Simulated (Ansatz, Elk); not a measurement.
## Bonding as seen by X-rays: LiScMnGe2

The structure of LiScMnGe2 used here is made up (a known structure type with other elements) and was relaxed beforehand with PBEsol. The aim is the Fourier transform of its all-electron density, F(hkl), set beside the sum over free spherical atoms that refinements use.

Main program and level: Elk 11.2.3 (patched build); DFT, PBE, all-electron APW+lo, Dirac cores, scalar-relativistic bands, static density, ferromagnetic start.

The structure was built from a prototype and need not be the compound's stable phase.

### Step 1. Starting point

It takes space group I-4m2 (No. 119, tetragonal). Conventional cell: a = 3.814 Å, b = 3.814 Å, c = 10.831 Å, α = 90.00°, β = 90.00°, γ = 90.00°. Ge has 1 Ge at 2.42 Å and 2 Li at 2.42 Å and 2 Mn at 2.42 Å and 4 Sc at 2.96 Å nearest. Nearest to Mn lie 4 Ge at 2.42 Å and 4 Li at 2.70 Å. Nearest to Sc lie 8 Ge at 2.96 Å. Nearest to Li lie 4 Ge at 2.42 Å and 4 Mn at 2.70 Å. Farther neighbours are not listed.

### Step 2. Ground state and structure factors

An all-electron density is needed, since X-rays see the cores too. Task 0 finds the density and task 195 Fourier-transforms it; tshift is off so that phases refer to the origin typed.

The input, elk.in:

```
tasks
  0
  195
  196

xctype
  20

spinpol
  .true.

rgkmax
  7.0

gmaxvr
  14.0

lmaxo
  7

lmaxapw
  8

swidth
  0.002

tshift
  .false.

ramdisk
  .false.

hmaxvr
  5.5

maxscl
  120

epspot
  1e-06

reducebf
  0.8

sppath
  './'

avec
  -3.60324040985 3.60324040985 10.23342065453
  3.60324040985 -3.60324040985 10.23342065453
  3.60324040985 3.60324040985 -10.23342065453

atoms
  4
  'Ge.in'
  2
  0.3883139712 0.3883139712 0.0000000000   0.000000 0.000000 0.000000
  0.6116860288 0.6116860288 0.0000000000   0.000000 0.000000 0.000000
  'Mn.in'
  1
  0.2500000000 0.7500000000 0.5000000000   0.000000 0.000000 -0.135000
  'Sc.in'
  1
  -0.0000000000 -0.0000000000 -0.0000000000   0.000000 0.000000 0.000000
  'Li.in'
  1
  0.7500000000 0.2500000000 0.5000000000   0.000000 0.000000 0.000000

ngridk
  7 7 7
```

The run is started by

```
OMP_NUM_THREADS=4 elk
```

Numbers of over 12 decimals in the logs are rounded to 6 here.

The program printed:

```text
┌─────────────────────────┐
│ Elk code version 11.2.3 │
└─────────────────────────┘

All units are atomic (Hartree, Bohr, etc.)

┌─────────────────────────────────────────────────┐
│ Ground-state run starting from atomic densities │
└─────────────────────────────────────────────────┘

Lattice vectors :
  -3.603240410       3.603240410       10.23342065
   3.603240410      -3.603240410       10.23342065
   3.603240410       3.603240410      -10.23342065

Reciprocal lattice vectors :
 -0.1748209776E-16  0.8718798349      0.3069934052
  0.8718798349     -0.1748209776E-16  0.3069934052
  0.8718798349      0.8718798349     -0.1518461625E-17

Unit cell volume      :    531.4559783
Brillouin zone volume :   0.4667370837

Muffin-tin inner radius fraction :   0.1000000000E-01

Nuclei treated as point charges

Species : 1 (Ge)
 parameters loaded from : Ge.in
 name : germanium
 nuclear charge    :   -32.00000000
 electronic charge :    32.00000000
 atomic mass :    132414.6196
 muffin-tin radius :    2.198476849
 number of radial points in muffin-tin :    993
 inner part over the whole radius :   0.9849239135E-02
 number on inner part of muffin-tin    :    700
 approximate nuclear radius :   0.7637961215E-04
 number of mesh points to nuclear radius :    342
 atomic positions (lattice), magnetic fields (Cartesian) :
  1 :   0.38831397  0.38831397  0.00000000    0.00000000  0.00000000  0.00000000
  2 :   0.61168603  0.61168603  0.00000000    0.00000000  0.00000000  0.00000000

Species : 2 (Mn)
 parameters loaded from : Mn.in
 name : manganese
 nuclear charge    :   -25.00000000
 electronic charge :    25.00000000
 atomic mass :    100145.9370
 muffin-tin radius :    2.333777371
 number of radial points in muffin-tin :    993
 inner part over the whole radius :   0.9879937568E-02
 number on inner part of muffin-tin    :    699
 approximate nuclear radius :   0.7074591925E-04
 number of mesh points to nuclear radius :    331
 atomic positions (lattice), magnetic fields (Cartesian) :
  1 :   0.25000000  0.75000000  0.50000000    0.00000000  0.00000000 -0.13500000

Species : 3 (Sc)
 parameters loaded from : Sc.in
 name : scandium
 nuclear charge    :   -21.00000000
 electronic charge :    21.00000000
 atomic mass :    81949.61073
 muffin-tin radius :    2.400000000
 number of radial points in muffin-tin :    993
 inner part over the whole radius :   0.9898716403E-02
 number on inner part of muffin-tin    :    698
 approximate nuclear radius :   0.6711386133E-04
 number of mesh points to nuclear radius :    323
 atomic positions (lattice), magnetic fields (Cartesian) :
  1 :   0.00000000  0.00000000  0.00000000    0.00000000  0.00000000  0.00000000

Species : 4 (Li)
 parameters loaded from : Li.in
 name : lithium
 nuclear charge    :   -3.000000000
 electronic charge :    3.000000000
 atomic mass :    12652.66898
 muffin-tin radius :    1.800000000
 number of radial points in muffin-tin :    593
 inner part over the whole radius :   0.9806707936E-02
 number on inner part of muffin-tin    :    401
 approximate nuclear radius :   0.4000070961E-04
 number of mesh points to nuclear radius :    148
 atomic positions (lattice), magnetic fields (Cartesian) :
  1 :   0.75000000  0.25000000  0.50000000    0.00000000  0.00000000  0.00000000

Total number of atoms per unit cell :    5
Total muffin-tin volume :    224.5977200
 ratio of muffin-tin to unit cell volume :   0.4226083235

Spin treatment :
 spin-polarised
 global magnetic field (Cartesian) :    0.000000000       0.000000000       0.000000000
 collinear magnetisation in z-direction

Number of Bravais lattice symmetries :   16
Number of crystal symmetries         :    8
Crystal has no inversion symmetry
Complex Hermitian eigensolver will be used

k-point grid :      7     7     7
k-point offset :    0.000000000       0.000000000       0.000000000
k-point set is reduced with full crystal symmetry group
Total number of k-points :       58

Muffin-tin radius times maximum |G+k| :    7.000000000
[...]
│ Loop number : 25 │
└──────────────────┘

Energies :
 Fermi                       :     0.257179
 sum of occupied eigenvalues :     -3534.8132879879
 electron kinetic            :      6238.5947138669
 core electron kinetic       :      5741.4727058936
 Coulomb                     :     -12114.271002048
 Coulomb potential           :     -9444.7641147814
 nuclear-nuclear             :     -852.21384992569
 electron-nuclear            :     -13101.099730083
 Hartree                     :      1839.0425779607
 Madelung                    :     -7391.8889446574
 xc potential                :     -328.48829068050
 xc effective B-field        :    -0.155591
 external B-field            :      0.000000
 exchange                    :     -247.71700539078
 correlation                 :     -5.263224
 electron entropic           :    -0.75395532071066E-03
 total energy                :     -6128.6572712428
 (external B-field energy excluded from total)

Density of states at Fermi energy :    54.49395016
 (states/Hartree/unit cell)

Estimated indirect band gap :   0.7743400532E-03
 from k-point 46 to k-point 58
Estimated direct band gap   :   0.6197078221E-02
 at k-point 1

Charges :
 core                        :    56.00000000
 valence                     :    57.00000000
 interstitial                :    7.518449478
 muffin-tins (core leakage)
  species : 1 (Ge)
[...]
species : 2 (Mn)
[...]
species : 3 (Sc)
[...]
species : 4 (Li)
   atom 1                    :    2.270396976     (   0.000000000    )
 total in muffin-tins        :    105.4815505
 total calculated charge     :    112.9977229
 total charge                :    113.0000000
 error                       :   0.2277086629E-02

Moments :
 interstitial                :   0.1263929367
 muffin-tins
  species : 1 (Ge)
[...]
species : 2 (Mn)
[...]
species : 3 (Sc)
[...]
species : 4 (Li)
[...]
total in muffin-tins        :    2.816669573
 total moment                :    2.943062510

RMS change in Kohn-Sham potential (target) :   0.6657912411E-06 (  0.1000000000E-05)
Absolute change in total energy (target)   :   0.1439710104E-05 (  0.1000000000E-03)

Convergence targets achieved

┌──────────────────┐
│ Loop number : 26 │
└──────────────────┘

Energies :
 Fermi                       :     0.257179
 sum of occupied eigenvalues :     -3534.8132900758
 electron kinetic            :      6238.5947029246
 core electron kinetic       :      5741.4727029754
 Coulomb                     :     -12114.270994674
 Coulomb potential           :     -9444.7641216670
 nuclear-nuclear             :     -852.21384992569
 electron-nuclear            :     -13101.099708778
 Hartree                     :      1839.0425640299
 Madelung                    :     -7391.8889338400
 xc potential                :     -328.48827642491
 xc effective B-field        :    -0.155589
 external B-field            :      0.000000
 exchange                    :     -247.71700346174
 correlation                 :     -5.263224
 electron entropic           :    -0.75396400770686E-03
 total energy                :     -6128.6572730156
 (external B-field energy excluded from total)

Density of states at Fermi energy :    54.49471776
 (states/Hartree/unit cell)

Estimated indirect band gap :   0.7740972655E-03
 from k-point 46 to k-point 58
Estimated direct band gap   :   0.6196950923E-02
 at k-point 1

Charges :
 core                        :    56.00000000
 valence                     :    57.00000000
 interstitial                :    7.518449814
 muffin-tins (core leakage)
  species : 1 (Ge)
[...]
atom 2                    :    30.19279345     (  0.1058745253E-02)
  species : 2 (Mn)
   atom 1                    :    23.75837292     ( -0.2230651894E-06)
  species : 3 (Sc)
   atom 1                    :    19.06719347     ( -0.2163510953E-06)
  species : 4 (Li)
   atom 1                    :    2.270396893     (   0.000000000    )
 total in muffin-tins        :    105.4815502
 total calculated charge     :    112.9977229
 total charge                :    113.0000000
 error                       :   0.2277086543E-02

Moments :
 interstitial                :   0.1263932523
 muffin-tins
  species : 1 (Ge)
[...]
species : 2 (Mn)
   atom 1                    :    2.855180356
  species : 3 (Sc)
   atom 1                    :   0.6037660608E-01
  species : 4 (Li)
   atom 1                    :  -0.1409328613E-01
 total in muffin-tins        :    2.816652902
 total moment                :    2.943046154

┌──────────────────────────────┐
│ Self-consistent loop stopped │
└──────────────────────────────┘

Warning : core states of species 1 leak from the muffin-tin :   0.1058745253E-02

Wrote STATE.OUT
```

The job ended after 9.8 min (4 threads of Arm Neoverse V1, shared host; peak memory 0.43 GiB).

SFACRHO.OUT:

```text

h k l indices transformed by vhmat matrix:
   1.000000000       0.000000000       0.000000000    
   0.000000000       1.000000000       0.000000000    
   0.000000000       0.000000000       1.000000000    

      h      k      l  multipl.   |H|            Re(F)            Im(F)           |F|

      0      0      0      1   0.0000000       113.00000      0.15409887E-16   113.00000    
     -1     -1      1      2  0.61398681       3.1429430     -0.28064412E-14   3.1429430    
      0      1      0      4  0.92434809      -25.858896      -19.256441       32.241170    
      0     -1      0      4  0.92434809      -25.858896       19.256441       32.241170    
      2      2     -2      2   1.2279736      -12.660273     -0.26263210E-13   12.660273    
      0      0      1      4   1.2330243       46.369354      0.18245949E-14   46.369354    
      2      1     -1      4   1.2682188       41.759371      -17.484998       45.272179    
      2      1     -2      4   1.2682188       41.759371       17.484998       45.272179    
      0      2     -1      8   1.3774356       43.673943     -0.74517570E-15   43.673943    
      2      2     -3      8   1.7401920      -48.985343     -0.16062524E-13   48.985343    
     -1      1     -1      4   1.7437597       78.217220     -0.14324712E-13   78.217220    
     -3     -2      2      4   1.7653040       56.415473      -15.165573       58.418320    
     -2     -3      2      4   1.7653040       56.415473       15.165573       58.418320    
      3      3     -3      2   1.8419604      -26.713593      0.25059789E-13   26.713593    
      0      2     -2      4   1.8486962       2.5900011     -0.60588082E-01   2.5907096    
     -2      0      0      4   1.8486962       2.5900011      0.60588082E-01   2.5907096    
     -1      0     -1      8   1.9736051      -21.241924       14.301361       25.607582    
      0     -1     -1      8   1.9736051      -21.241924      -14.301361       25.607582
```

Elk indexes on the primitive cell of elk.in and gives |H| = 4π sin θ/λ in inverse bohr. Below, one row stands for each form hkl of the conventional cell (m members, Friedel mates merged), F is for one primitive cell and the density is static (no thermal factor). Free-atom factors are Waasmaier and Kirfel's, and R is Σm||F|−|F'||/Σm|F|.

```
hkl   m  sin θ/λ (Å⁻¹)  abs F, DFT  neutral atoms   diff.  abs of complex diff.
002   2          0.092       3.143          3.402  -0.259                 0.259
101   8          0.139      32.241         32.065  +0.176                 0.189
004   2          0.185      12.660         12.455  +0.205                 0.205
110   4          0.185      46.369         46.470  -0.101                 0.101
103   8          0.191      45.272         45.334  -0.062                 0.088
112   8          0.207      43.674         43.855  -0.181                 0.181
114   8          0.262      48.985         49.402  -0.417                 0.417
200   4          0.262      78.217         78.761  -0.544                 0.544
105   8          0.266      58.418         58.801  -0.383                 0.383
006   2          0.277      26.714         27.102  -0.388                 0.388
202   8          0.278       2.591          2.561  +0.030                 0.067
211  16          0.297      25.608         25.856  -0.248                 0.259
204   8          0.321      11.798         12.020  -0.222                 0.232
213  16          0.324      36.127         36.265  -0.139                 0.144
```

### Step 3. The magnetisation density

The same run holds the spin density, and task 196 transforms it. The order is that of the start, and no other was tried.

SFACMAG_1.OUT:

```text

h k l indices transformed by vhmat matrix:
   1.000000000       0.000000000       0.000000000    
   0.000000000       1.000000000       0.000000000    
   0.000000000       0.000000000       1.000000000    

      h      k      l  multipl.   |H|            Re(F)            Im(F)           |F|

      0      0      0      1   0.0000000       2.9430463      0.11286966E-16   2.9430463    
     -1     -1      1      2  0.61398681      -2.5208898     -0.30014442E-15   2.5208898    
      0      1      0      4  0.92434809      0.59390082E-01  -2.3683187       2.3690633    
      0     -1      0      4  0.92434809      0.59390082E-01   2.3683187       2.3690633    
      2      2     -2      2   1.2279736       2.2644367     -0.49036031E-15   2.2644367    
      0      0      1      4   1.2330243      -2.0459368      0.27530368E-15   2.0459368    
      2      1     -1      4   1.2682188     -0.25987691E-01  -2.0543768       2.0545412    
      2      1     -2      4   1.2682188     -0.25987691E-01   2.0543768       2.0545412    
      0      2     -1      8   1.3774356       1.8418847     -0.42314568E-15   1.8418847    
      2      2     -3      8   1.7401920      -1.3939228      0.18339474E-15   1.3939228    
     -1      1     -1      4   1.7437597       1.3806161     -0.53952872E-15   1.3806161    
     -3     -2      2      4   1.7653040      0.53169886E-01  -1.3804419       1.3814655    
     -2     -3      2      4   1.7653040      0.53169886E-01   1.3804419       1.3814655    
      3      3     -3      2   1.8419604      -1.3543076      0.51453276E-15   1.3543076    
      0      2     -2      4   1.8486962      -1.2453065      0.49731720E-01   1.2462991    
     -2      0      0      4   1.8486962      -1.2453065     -0.49731720E-01   1.2462991
```

The total moment is 2.94 μB a cell; sphere moments: Ge1 -0.04, Ge2 -0.04, Mn3 +2.86, Sc4 +0.06, Li5 -0.01 μB. Polarised neutrons measure spin and orbital magnetisation together; without spin-orbit coupling the run gives the spin part. With nearly all of the moment on one atom, abs F_M/F_M(0) is close to a form factor, set here beside ⟨j0⟩ of the free Mn2+ ion, taken for comparison since the valence isn't defined:

```
hkl  sin θ/λ (Å⁻¹)  abs F_M (μB)  F_M/F_M(0)   ⟨j0⟩
002          0.092         2.521       0.857  0.911
101          0.139         2.369       0.805  0.812
004          0.185         2.264       0.769  0.698
110          0.185         2.046       0.695  0.696
103          0.191         2.055       0.698  0.682
112          0.207         1.842       0.626  0.640
114          0.262         1.394       0.474  0.503
200          0.262         1.381       0.469  0.501
105          0.266         1.381       0.469  0.493
006          0.277         1.354       0.460  0.466
202          0.278         1.246       0.423  0.464
211          0.297         1.146       0.389  0.422
204          0.321         0.988       0.336  0.372
213          0.324         0.978       0.332  0.365
```

[end of part 1 of 2]

[Logs are printed without paths, hosts, clocks, repeated set-up lines and the standing remarks that a program may print on its own settings, such as how far it seeks lower states.]

[Hosts, paths, dates, database ids (printed as entryN), source tags and the programs' standing remarks are cut or masked in the printed files.]
